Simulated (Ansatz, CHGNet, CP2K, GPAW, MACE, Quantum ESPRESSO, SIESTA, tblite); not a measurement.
## Generalised stacking fault on (112) of a Nb-Li solid solution (54 atoms): runs against a plane-wave reference

The cell holds 54 atoms: 30 Nb and 24 Li. Its edges and angles: a = 8.820 Å, b = 4.801 Å, c = 25.166 Å, α = 90.0°, β = 87.8°, γ = 90.0°. Bcc Nb lattice (a = 3.3949 Å, the value set for the mixture), cell with z along [112], 3 x 1 x 3 periods; the third cell vector is tilted by 0.333 of 1/2<111> (its sense, twinning or antitwinning, isn't checked) and lengthened by 0.2 Å, so the cell holds one fault; displaced by a Gaussian of 0.01 Å; 24 of 54 Nb sites given to Li at random (lattice constant by Vegard's rule between Nb and Li). Then every atom was moved at random, 0.05 Å r.m.s. a Cartesian component.

Geometry: as built.

The reference, a calculation:

| Property | Result |
| --- | --- |
| method | Kohn-Sham DFT, PBE, PAW, plane waves (Ansatz 0.2.0); cutoff 420 eV, Γ point, fermi-dirac smearing of 0.05 eV; PAW set soft_2 |
| r.m.s. force component | 0.8348 eV/Å |
| longest force | 3.321 eV/Å |
| pressure | -12.14 GPa |
| SCF cycles | 10 |
| time | 12 s on 4 threads of Arm Neoverse V1, shared host |
| CPU time | 44 s |

Runs, in no order:
A. QE PBE, sssp-1.3.0-efficiency, 20/160 Ry: Kohn-Sham DFT, PBE, SSSP efficiency 1.3.0 pseudopotentials, plane waves
B. CHGNet r2SCAN potential: machine-learned interatomic potential CHGNet r2SCAN, trained on r2SCAN plane-wave data
C. QE PBE, sssp-1.3.0-efficiency, 45/360 Ry: Kohn-Sham DFT, PBE, SSSP efficiency 1.3.0 pseudopotentials, plane waves
D. CP2K PBE, TZVP-UZH, 800/50 Ry, diagonalisation: Kohn-Sham DFT, PBE, GTH-PBE pseudopotentials, Gaussian and plane waves, TZVP-MOLOPT (UZH set), diagonalisation

Q: Order them from the smallest to the largest r.m.s. force difference.

C, D, A, B.

```tsv
run	Δ force, r.m.s. (meV/Å)	share of r.m.s. force (%)	CPU time
C. QE PBE, sssp-1.3.0-efficiency, 45/360 Ry	2.33	0.280	21 min
D. CP2K PBE, TZVP-UZH, 800/50 Ry, diagonalisation	28.4	3.40	22 min
A. QE PBE, sssp-1.3.0-efficiency, 20/160 Ry	148	17.7	8.9 min
B. CHGNet r2SCAN potential	699	83.7	3.5 s
```

Machine-learned potentials mimic data converged in k, so the reference's own k-point error enters their differences. The electronic-structure runs sample only Γ, in a cell whose shortest periodic width is 5 Å, which is coarse for a cell with partly filled levels.

[Logs are printed without paths, hosts, clocks, repeated set-up lines and the standing remarks that a program may print on its own settings, such as how far it seeks lower states.]

[Hosts, paths, dates, database ids (printed as entryN), source tags and the programs' standing remarks are cut or masked in the printed files.]
